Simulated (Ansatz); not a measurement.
**(InP)2(CdSe)2 [001] superlattice, started as zinc blende: relaxing the cell for a phonon run**

Wanted: the relaxed cell of (InP)2(CdSe)2 [001] superlattice, started as zinc blende.

Program: Ansatz 0.2.0. Level of theory: DFT PBEsol, scalar-relativistic, plane waves, PAW. Results are calculated unless marked as measured.

The structure was built from a prototype and need not be the compound's stable phase.

## 1. The starting structure

It takes space group Pmm2 (No. 25, orthorhombic). Conventional cell: a = 4.214 Å, b = 4.214 Å, c = 11.920 Å, α = 90.00°, β = 90.00°, γ = 90.00°. Cd has 2 P at 2.58 Å and 2 Se at 2.58 Å nearest. Nearest to Cd lie 4 Se at 2.58 Å. Nearest to In lie 2 P at 2.58 Å and 2 Se at 2.58 Å. Nearest to In lie 4 P at 2.58 Å. P has 4 In at 2.58 Å nearest. Nearest to P lie 2 In at 2.58 Å and 2 Cd at 2.58 Å. Farther neighbours and most contacts between anions are not listed.

Coordinates:

```cif
data_structure
_symmetry_space_group_name_H-M 'Pmm2'
_symmetry_Int_Tables_number 25
_cell_length_a 4.2144
_cell_length_b 4.2144
_cell_length_c 11.9200
_cell_angle_alpha 90.000
_cell_angle_beta 90.000
_cell_angle_gamma 90.000
_cell_volume 211.71
loop_
_atom_site_label
_atom_site_type_symbol
_atom_site_symmetry_multiplicity
_atom_site_Wyckoff_symbol
_atom_site_fract_x
_atom_site_fract_y
_atom_site_fract_z
_atom_site_occupancy
Cd1 Cd 1 a 0.00000 0.00000 0.50000 1
Cd2 Cd 1 d 0.50000 0.50000 0.75000 1
In1 In 1 a 0.00000 0.00000 0.00000 1
In2 In 1 d 0.50000 0.50000 0.25000 1
P1 P 1 c 0.50000 0.00000 0.12500 1
P2 P 1 b 0.00000 0.50000 0.37500 1
Se1 Se 1 c 0.50000 0.00000 0.62500 1
Se2 Se 1 b 0.00000 0.50000 0.87500 1
```

## 2. Probe on a coarse mesh

First a cheap look: the gap decides the mesh and the occupations, the pressure tells how far the cell has to move.

File input.yaml:

```yaml
crystal:
  lattice:
    - [2.98, 2.98, 0.0]
    - [-2.98, 2.98, 0.0]
    - [0.0, 0.0, 11.92]
  atoms:
    - { symbol: Cd, position: [0.0, 0.0, 0.5] }
    - { symbol: Cd, position: [0.5, 0.5, 0.75] }
    - { symbol: In, position: [0.0, 0.0, 0.0] }
    - { symbol: In, position: [0.5, 0.5, 0.25] }
    - { symbol: P, position: [0.5, 0.0, 0.125] }
    - { symbol: P, position: [0.0, 0.5, 0.375] }
    - { symbol: Se, position: [0.5, 0.0, 0.625] }
    - { symbol: Se, position: [0.0, 0.5, 0.875] }
kpoints:
  mp_grid: { grid: [4, 4, 2] }
hamiltonian:
  xc: pbesol
scf:
  occupations: { method: gaussian, width: 0.1 }
output:
  forces: true
  stress: true
  eigenvalues: true
```

Started as:

```
ansatz run input.yaml --threads 4 --pin off --max-ram 14336MiB --backend cpu --events-out ev --progress --plain --runs-dir out
```

Numbers of over 12 decimals in the logs are rounded to 6 here.

The program printed:

```text
Engine: ansatz 0.2.0, aarch64-unknown-linux-gnu
Pseudopotentials: kind: paw
Pseudopotential: Cd, paw, valence charge 20, recommended cutoff 420 eV (normal), Cd.paw.azcp
Pseudopotential: In, paw, valence charge 13, recommended cutoff 420 eV (normal), In.paw.azcp
Pseudopotential: P, paw, valence charge 5, recommended cutoff 420 eV (normal), P.paw.azcp
[...]
k-point 0: bands = [... 50 lower, 6.1466, 7.2577, 7.5160, 7.6216, 7.9923, 9.1525, 9.5858, 10.3932, ... 4 higher]
  k-point 1: bands = [... 50 lower, 6.3880, 6.5380, 7.3524, 7.8981, 8.7342, 9.2352, 9.4707, 9.7240, ... 4 higher]
  k-point 2: bands = [... 50 lower, 6.2567, 6.4240, 6.6993, 7.3949, 9.3204, 9.6163, 9.9730, 10.3579, ... 4 higher]
  k-point 17: bands = [... 50 lower, 4.9135, 5.3423, 5.7392, 5.8789, 9.9123, 9.9534, 10.0376, 10.6685, ... 4 higher]
[key lines of the parts left out:]
SCF converged after 9 iterations
Free energy (F): -39749.802143 eV
Fermi energy:    8.036328 eV
P = ⅓ Tr σ = 1.1107 GPa (11.107 kbar)
```

Run time: 5 s. Hardware: 4 threads of Arm Neoverse V1, shared host; peak memory 0.62 GiB.

Numbers from this step:

| Quantity | Value |
| --- | --- |
| pressure | 1.111 GPa |
| volume per atom | 26.46 Å³ |
| gap on the k-mesh | 0 eV |

The coarse mesh shows no gap and a pressure of 1.1 GPa.

## 3. Coarse relaxation

A rough relaxation comes first, because large forces or stress need no tight tolerances yet.

input.yaml, as its differences from that of step 2:

```diff
@@ -15,3 +15,3 @@
 kpoints:
-  mp_grid: { grid: [4, 4, 2] }
+  mp_grid: { grid: [6, 6, 2] }
 hamiltonian:
@@ -24 +24,6 @@
   eigenvalues: true
+relax:
+  adjacent_minimum: "off"
+  f_tol: 0.05
+  max_steps: 80
+  cell: { stress_tol: 0.5 }
```

The program printed:

```text
[...]
Crystal: 8 atoms, lattice volume = 211.709 Å³
Basis set: ecut = 420 eV, 4115 PW (Γ), exchange–correlation on 60×60×160 points (8 copies of the dense FFT grid, shifted against one another)
Bands: 65, of which v1, the nominal top of the filled ones, is band 54 counted from 1 (53 counted from 0)
Symmetry: 4 space group operations
[...]
k-points: 32 of 72
[...]
- [2.972771, 2.972771, 0]
    - [-3.015120, 3.015120, 0]
    - [0, 0, 11.986171]
  atoms:
    - { symbol: Cd, position: [0, 0, 0.481455] }
    - { symbol: Cd, position: [0.5, 0.5, 0.742685] }
    - { symbol: In, position: [0, 0, 0.015957] }
    - { symbol: In, position: [0.5, 0.5, 0.255628] }
    - { symbol: P, position: [0.5, 0, 0.130789] }
    - { symbol: P, position: [0, 0.5, 0.371382] }
    - { symbol: Se, position: [0.5, 0, 0.620938] }
    - { symbol: Se, position: [0, 0.5, 0.881166] }
[key lines of the parts left out:]
SCF converged after 5 iterations
Free energy (F): -39750.190947 eV
Fermi energy:    7.479418 eV
P = ⅓ Tr σ = -0.0057 GPa (-0.057 kbar)
```

It took 57 s on 4 threads; peak memory 0.77 GiB; 3.7 min of CPU time.

Relaxation path:

```csv
step,energy less that of the first step (eV),largest force component (eV/Å),pressure (GPa),volume (Å³)
1,0.0000,1.5104,0.97,211.71
2,-0.2745,0.3025,-0.01,214.96
3,-0.2933,0.0873,0.05,214.67
4,-0.2948,0.0291,-0.01,214.87
5*,-0.2954,0.0292,-0.01,214.87
```

Relaxation steps marked * repeat the geometry before them on a plane-wave basis chosen anew for their cell, so energy and pressure can jump there.

Forces are held to the 4 operations that the run works with; a distortion that breaks them can't arise in this run.

```csv
"conventional cell, symmetrised",before,after,change
a (Å),4.214,4.204,-0.2 %
b (Å),4.214,4.264,+1.2 %
c (Å),11.920,11.986,+0.6 %
volume (Å³/atom),26.46,26.86,+1.5 %
```

The atoms that moved most (Å, as changes of fractional coordinates times the final cell):

```csv
atom,dx,dy,dz,length
Cd1,0.000,0.000,-0.222,0.222
In3,0.000,0.000,0.191,0.191
Cd2,0.000,0.000,-0.088,0.088
Se8,0.000,0.000,0.074,0.074
P5,0.000,0.000,0.069,0.069
In4,0.000,0.000,0.067,0.067
Se7,0.000,0.000,-0.049,0.049
P6,0.000,0.000,-0.043,0.043
```

This step gave:

```yaml
pressure: -0.005656 GPa
volume_per_atom: 26.86 Å³
gap_on_the_k_mesh: 0.06198 eV
direct_gap_on_mesh: 0.06198 eV
```

In this step the volume went from 26.46 to 26.86 Å³/atom.

## 4. Relaxation

The cell and atoms are relaxed, since residual forces and stress would shift the frequencies.

File input.yaml:

```yaml
crystal:
  lattice:
    - [2.9727706576, 2.9727706576, 0.0]
    - [-3.0151201571, 3.0151201571, 0.0]
    - [0.0, 0.0, 11.9861707295]
  atoms:
    - { symbol: Cd, position: [0.0, 0.0, 0.4814547649] }
    - { symbol: Cd, position: [0.5, 0.5, 0.7426848114] }
    - { symbol: In, position: [0.0, 0.0, 0.0159574875] }
    - { symbol: In, position: [0.5, 0.5, 0.2556283108] }
    - { symbol: P, position: [0.5, 0.0, 0.1307891825] }
    - { symbol: P, position: [0.0, 0.5, 0.3713819843] }
    - { symbol: Se, position: [0.5, 0.0, 0.6209375063] }
    - { symbol: Se, position: [0.0, 0.5, 0.8811659524] }
kpoints:
  mp_grid: { grid: [8, 8, 4] }
hamiltonian:
  xc: pbesol
scf:
  occupations: { method: gaussian, width: 0.01 }
output:
  forces: true
  stress: true
  eigenvalues: true
  write_density: true
  write_potential: true
  elf: true
  volumetric_format: npy
relax:
  adjacent_minimum: "off"
  f_tol: 0.005
  max_steps: 80
  cell: { stress_tol: 0.05 }
```

The program printed:

```text
[...]
Crystal: 8 atoms, lattice volume = 214.870 Å³
Basis set: ecut = 420 eV, 4181 PW (Γ), exchange–correlation on 60×60×162 points (8 copies of the dense FFT grid, shifted against one another)
Bands: 65, of which v1, the nominal top of the filled ones, is band 54 counted from 1 (53 counted from 0)
Symmetry: 4 space group operations
[...]
k-points: 75 of 256 (time reversal used)
[...]
SCF iter   1: F=—  HF=-39750.228073 eV  |F-HF|=—  |Δ(HF+E_count)|=         —  Δρ=4.89e-3  dr2=8.24e-2  ethr=1.77e-3  ⟨swp⟩=7.4  Hψ=18934  notcnv=0  defer=5
[...]
SCF iter   8: F=-39750.203405 eV  HF=-39750.203405 eV  |F-HF|=1.35e-8  |Δ(HF+E_count)|=   2.28e-7  Δρ=2.22e-6  dr2=1.47e-8  ethr=9.26e-11  ⟨swp⟩=17.0  Hψ=36573  notcnv=0
SCF 1 converged in 8 iterations: F = -39750.203405 eV  dr2 = 1.47e-8
[...]
relax step   1: F+E_penalty+E_count = -39750.20340494 eV  Δ(F+E_penalty+E_count) = +0.000e0 eV  max|allowed force component| = 3.783e-2 eV/Å  Δτ_max = 0.0000 Å  P = -0.032 GPa  Ω = 214.870 Å³  (8 SCF iters, dr2 threshold 1.00e-7 eV, accepted)
Crystal: 8 atoms, lattice volume = 214.765 Å³
[...]
SCF iter   5: F=-39750.203597 eV  HF=-39750.203598 eV  |F-HF|=2.20e-8  |Δ(HF+E_count)|=   6.75e-8  Δρ=2.70e-6  dr2=2.54e-8  ethr=8.28e-11  ⟨swp⟩=12.5  Hψ=34449  notcnv=0
SCF 2 converged in 5 iterations: F = -39750.203597 eV  dr2 = 2.54e-8
relax step   2: F+E_penalty+E_count = -39750.20359748 eV  Δ(F+E_penalty+E_count) = -1.925e-4 eV  max|allowed force component| = 9.720e-3 eV/Å  Δτ_max = 0.0050 Å  P = +0.002 GPa  Ω = 214.765 Å³  energy of the carried Pulay correction = +2.002e-5 eV  (5 SCF iters, dr2 threshold 8.95e-8 eV, accepted)
Crystal: 8 atoms, lattice volume = 214.741 Å³
Basis set: ecut = 420 eV, 4185 PW (Γ), exchange–correlation on 60×60×162 points (8 copies of the dense FFT grid, shifted against one another)
[...]
SCF iter   5: F=-39750.203615 eV  HF=-39750.203615 eV  |F-HF|=1.82e-10  |Δ(HF+E_count)|=  2.91e-11  Δρ=7.34e-7  dr2=1.89e-9  ethr=5.47e-12  ⟨swp⟩=10.6  Hψ=29999  notcnv=0
SCF 3 converged in 5 iterations: F = -39750.203615 eV  dr2 = 1.89e-9
relax step   3: F+E_penalty+E_count = -39750.20361493 eV  Δ(F+E_penalty+E_count) = -1.745e-5 eV  max|allowed force component| = 3.839e-3 eV/Å  Δτ_max = 0.0015 Å  P = +0.007 GPa  Ω = 214.741 Å³  energy of the carried Pulay correction = +2.451e-5 eV  (5 SCF iters, dr2 threshold 5.90e-9 eV, accepted)
[...]
SCF iter   5: F=-39750.203593 eV  HF=-39750.203593 eV  |F-HF|=4.37e-11  |Δ(HF+E_count)|=  4.37e-11  Δρ=1.19e-7  dr2=4.16e-11  ethr=1.00e-12  ⟨swp⟩=8.2  Hψ=23689  notcnv=0
SCF 4 converged in 5 iterations: F = -39750.203593 eV  dr2 = 4.16e-11
relax step   4: F+E_penalty+E_count = -39750.20359307 eV  Δ(F+E_penalty+E_count) = +2.186e-5 eV  max|allowed force component| = 3.838e-3 eV/Å  Δτ_max = 0.0000 Å  P = +0.007 GPa  Ω = 214.741 Å³  stress off target by 7.95e-3 GPa  SCF on the basis re-selected at this cell (its energy is not comparable with the rows above)  (5 SCF iters)
basis re-selected at this cell: Δ(F+E_penalty+E_count) = +2.186e-5 eV, ΔP = -0.000 GPa vs the last step (what re-selecting the basis moved, of the pressure what is left beyond the Pulay correction that the steps carried, after the strain that the cell walked since its last selection, with what the two solves' SCF thresholds leave and, on support functions, any second-order correction that the steps lacked; it is no m [...]
SCF converged after 5 iterations
Free energy (F): -39750.203593 eV
[...]
Internal energy: -39750.203593 eV  (E = F + TS)
E sigma→0 (E₀):  -39750.203593 eV
Fermi energy:    7.456985 eV
[...]
--- Forces (eV/Å), atoms counted from 1 ---
  atom   1  Cd     0.00000000    -0.00000000     0.00104345
  atom   2  Cd     0.00000000     0.00000000     0.00024338
  atom   3  In     0.00000000    -0.00000000     0.00326711
  atom   4  In     0.00000000     0.00000000    -0.00174606
  atom   5  P     -0.00000000     0.00000000     0.00124768
  atom   6  P      0.00000000     0.00000000    -0.00155358
  atom   7  Se     0.00000000     0.00000000     0.00133715
  atom   8  Se     0.00000000     0.00000000    -0.00383780
  max |Σ_I F_I| component: 1.33e-6 eV/Å
--- Stress (GPa, compression-positive) ---
        0.007069      -0.000879      -0.000000
       -0.000879       0.007069       0.000000
       -0.000000       0.000000       0.007206
  P = ⅓ Tr σ = 0.0071 GPa (0.071 kbar)
--- Band table (eV; the first three rows and the last of 75) ---
  k-point 0: bands = [... 50 lower, 5.9744, 7.0351, 7.0723, 7.4242, 7.4898, 9.0292, 9.3095, 10.1230, ... 7 higher]
  k-point 1: bands = [... 50 lower, 6.2479, 6.4018, 6.9765, 7.3618, 8.1116, 9.0363, 9.2779, 9.8339, ... 7 higher]
  k-point 2: bands = [... 50 lower, 6.2159, 6.4832, 6.8219, 7.2921, 8.6741, 9.0018, 9.1515, 9.5588, ... 7 higher]
  k-point 74: bands = [... 50 lower, 4.8743, 4.9304, 5.3568, 5.4175, 9.5082, 9.8267, 10.0120, 10.4068, ... 7 higher]
--- Relaxed structure (3 steps of the walk, 3 accepted, 1 SCFs on fresh bases) ---
[...]
cell:  # Å, volume = 214.7414 Å³
    - [2.969986, 2.969986, 0]
    - [-3.014686, 3.014686, 0]
    - [0, 0, 11.991936]
  atoms:
    - { symbol: Cd, position: [0, 0, 0.481180] }
    - { symbol: Cd, position: [0.5, 0.5, 0.742408] }
    - { symbol: In, position: [0, 0, 0.015927] }
    - { symbol: In, position: [0.5, 0.5, 0.255564] }
    - { symbol: P, position: [0.5, 0, 0.130851] }
    - { symbol: P, position: [0, 0.500000, 0.371535] }
    - { symbol: Se, position: [0.5, 0, 0.621231] }
    - { symbol: Se, position: [0, 0.500000, 0.881304] }
```

The job ended after 2 min (4 threads; peak memory 1 GiB).

Little changed from the start: no atom moved by 0.005 Å and no cell edge by 0.1 %.

This step gave:

- pressure: 0.007115 GPa
- volume per atom: 26.84 Å³
- gap on the k-mesh: 0.06560 eV
- direct gap on mesh: 0.06560 eV

Electrostatic potential energy in the ac plane at fractional y = 0.000, with atoms of Cd and In and P and Se within 0.2 Å of it. With pseudopotentials it is smooth inside the atoms' cores, unlike the true potential.

Ten even steps from '_' (-37 eV) to '@' (12 eV), each cell a mean:
```
__..==##%%@@@@@@@@@@%%**--..
**##%%%%@@@@@@@@@@@@@@%%##**
@@@@@@@@@@@@@@@@@@@@@@@@@@@@
@@@@@@@@@@@@@@@@@@@@@@@@@@@@
@@@@@@@@@@@@@@@@@@@@@@@@@@@@
@@@@@@@@@@@@@@@@@@@@@@@@@@@@
@@@@@@@@@@@@%%%%%%@@@@@@@@@@
@@@@@@@@%%**++++++**%%@@@@@@
@@@@@@%%++++####**++##@@@@@@
@@@@@@%%**++**##**++##@@@@@@
++**##%%%%**++++**##%%%%##**
::--==##%%@@@@@@@@@@%%**==--
..--==**%%@@@@@@@@@@%%++--::
====**%%@@@@@@@@@@@@%%##++==
%%%%@@@@@@@@@@@@@@@@@@@@%%%%
@@@@@@@@@@@@@@@@@@@@@@@@@@@@
@@@@@@@@@@@@@@@@@@@@@@@@@@@@
@@@@@@@@@@@@@@@@@@@@@@@@@@@@
@@@@@@@@@@%%%%%%%%@@@@@@@@@@
@@@@@@@@##==::..::**%%@@@@@@
@@@@@@%%++________::##%%@@@@
++**##%%**::______==##%%##**
__..--**%%%%##**##%%%%++::__
____..++%%@@@@@@@@@@##==____
```
Columns run along a (4.2 Å; values clipped at the 3rd and 97th percentile), rows up along c (12.0 Å). Atoms in or near the plane, at fractional coordinates: Cd at (0.00, 0.48), In at (0.00, 0.02), P at (0.50, 0.13), Se at (0.50, 0.62).

ELF in the ac plane at fractional y = 0.000, with atoms of Cd and In and P and Se within 0.2 Å of it. It is the smooth field of the valence electrons, not physical close to the nuclei.

Ten even steps from '0' (0.00) to '9' (0.85), each cell a mean:
```
11322222222221
22221000011222
11100000000111
00000000000000
00000000000000
00001233321000
00135777765310
01478888888630
02689742589841
11489854699631
33237999986223
86422567642257
97531112112368
55322100012345
22211000001222
11100000000011
00000000000000
00001344321000
00135789874200
01368866787521
22589500179742
22379842699532
01237998995321
00223666653210
```
Columns run along a (4.2 Å), rows up along c (12.0 Å). Atoms in or near the plane, at fractional coordinates: Cd at (0.00, 0.48), In at (0.00, 0.02), P at (0.50, 0.13), Se at (0.50, 0.62).

Valence density in the ac plane at fractional y = 0.000, with atoms of Cd and In and P and Se within 0.2 Å of it. It is the smooth field of the valence electrons, not physical close to the nuclei.

Values in e/Å³, 24 rows by 14 columns, each cell a mean:
```
 4  3  1  0  0  0  0  0  0  0  0  0  2  3
 1  0  0  0  0  0  0  0  0  0  0  0  0  0
 0  0  0  0  0  0  0  0  0  0  0  0  0  0
 0  0  0  0  0  0  0  0  0  0  0  0  0  0
 0  0  0  0  0  0  0  0  0  0  0  0  0  0
 0  0  0  0  0  0  0  0  0  0  0  0  0  0
 0  0  0  0  0  0  0  0  0  0  0  0  0  0
 0  0  0  0  0  1  2  2  1  1  0  0  0  0
 0  0  0  0  1  4 17 27 12  2  1  0  0  0
 0  0  0  0  1  3 13 20  9  2  1  0  0  0
 2  1  1  0  0  1  1  1  1  1  0  0  1  1
14  9  3  1  0  0  0  0  0  0  0  1  5 11
22 14  4  1  0  0  0  0  0  0  0  1  7 17
 6  4  1  0  0  0  0  0  0  0  0  1  2  5
 0  0  0  0  0  0  0  0  0  0  0  0  0  0
 0  0  0  0  0  0  0  0  0  0  0  0  0  0
 0  0  0  0  0  0  0  0  0  0  0  0  0  0
 0  0  0  0  0  0  0  0  0  0  0  0  0  0
 0  0  0  0  0  0  0  0  0  0  0  0  0  0
 0  0  0  0  0  1  1  1  1  0  0  0  0  0
 0  0  0  0  1  1  0  0  0  1  0  0  0  0
 1  1  0  0  1  1  1  0  1  1  1  0  0  1
 6  4  1  1  0  0  0  0  0  0  0  1  2  5
11  7  2  1  0  0  0  0  0  0  0  1  4  9
```
Columns run along a (4.2 Å), rows up along c (12.0 Å). Atoms in or near the plane, at fractional coordinates: Cd at (0.00, 0.48), In at (0.00, 0.02), P at (0.50, 0.13), Se at (0.50, 0.62).

In this step the volume went from 26.86 to 26.84 Å³/atom.

## 5. Relaxing to small forces for the phonons

Phonons need a cell at rest on their own settings, so the relaxation is repeated with tight tolerances on forces and stress on the k mesh and occupations of the first response run.

File input.yaml:

```yaml
crystal:
  lattice:
    - [2.9699859746, 2.9699859746, 0.0]
    - [-3.0146858556, 3.0146858556, 0.0]
    - [0.0, 0.0, 11.9919364]
  atoms:
    - { symbol: Cd, position: [0.0, 0.0, 0.4811800141] }
    - { symbol: Cd, position: [0.5, 0.5, 0.7424079082] }
    - { symbol: In, position: [0.0, 0.0, 0.0159274815] }
    - { symbol: In, position: [0.5, 0.5, 0.255564246] }
    - { symbol: P, position: [0.5, 0.0, 0.1308510316] }
    - { symbol: P, position: [0.0, 0.5, 0.3715345264] }
    - { symbol: Se, position: [0.5, 0.0, 0.6212309512] }
    - { symbol: Se, position: [0.0, 0.5, 0.8813038412] }
kpoints:
  mp_grid: { grid: [8, 8, 4] }
hamiltonian:
  xc: pbesol
scf:
  occupations: { method: gaussian, width: 0.01 }
output:
  forces: true
  stress: true
  eigenvalues: true
relax:
  adjacent_minimum: "off"
  f_tol: 0.001
  max_steps: 60
  cell: { stress_tol: 0.01 }
```

The program printed:

```text
[...]
Crystal: 8 atoms, lattice volume = 214.741 Å³
Basis set: ecut = 420 eV, 4185 PW (Γ), exchange–correlation on 60×60×162 points (8 copies of the dense FFT grid, shifted against one another)
Bands: 65, of which v1, the nominal top of the filled ones, is band 54 counted from 1 (53 counted from 0)
Symmetry: 4 space group operations
[...]
k-points: 75 of 256 (time reversal used)
[...]
- [2.970156, 2.970156, 0]
    - [-3.014740, 3.014740, 0]
    - [0, 0, 11.992495]
  atoms:
    - { symbol: Cd, position: [0, 0, 0.481191] }
    - { symbol: Cd, position: [0.5, 0.500000, 0.742414] }
    - { symbol: In, position: [0, 0, 0.015951] }
    - { symbol: In, position: [0.5, 0.500000, 0.255549] }
    - { symbol: P, position: [0.5, 0, 0.130860] }
    - { symbol: P, position: [0, 0.5, 0.371511] }
    - { symbol: Se, position: [0.5, 0, 0.621246] }
    - { symbol: Se, position: [0, 0.5, 0.881277] }
[key lines of the parts left out:]
SCF converged after 6 iterations
Free energy (F): -39750.203595 eV
Fermi energy:    7.455342 eV
P = ⅓ Tr σ = 0.0001 GPa (0.001 kbar)
```

Run time: 1.9 min. Hardware: 4 threads; peak memory 1 GiB; 7.4 min of CPU time.

Little changed from the start: no atom moved by 0.005 Å and no cell edge by 0.1 %.

Numbers from this step:

* pressure: 1.09e-4 GPa
* volume per atom: 26.85 Å³
* gap on the k-mesh: 0.06502 eV
* direct gap on mesh: 0.06502 eV

The largest force component left is 0.26 meV/Å and the pressure is 0.000 GPa, within the tolerances set. The cell now holds 26.85 Å³/atom.

## 6. Outcome

```json
{"space group after relaxation (within 0.01 Å)": "Pmm2", "lattice constant a": "4.200 Å", "lattice constant b": "4.263 Å", "lattice constant c": "11.992 Å", "volume per atom": "26.8 Å³", "gap on the k-mesh": "0.0650 eV"}
```

In words: The largest force component left is 0.26 meV/Å and the pressure is 0.000 GPa, within the tolerances set. The cell now holds 26.85 Å³/atom. The relaxation keeps the symmetry of its start, so it says nothing on stability against lower symmetry. The starting cell was built on a prototype and not taken from a measurement, so the phase need not exist.

[Logs are printed without paths, hosts, clocks, repeated set-up lines and the standing remarks that a program may print on its own settings, such as how far it seeks lower states.]

[Hosts, paths, dates, database ids (printed as entryN), source tags and the programs' standing remarks are cut or masked in the printed files.]
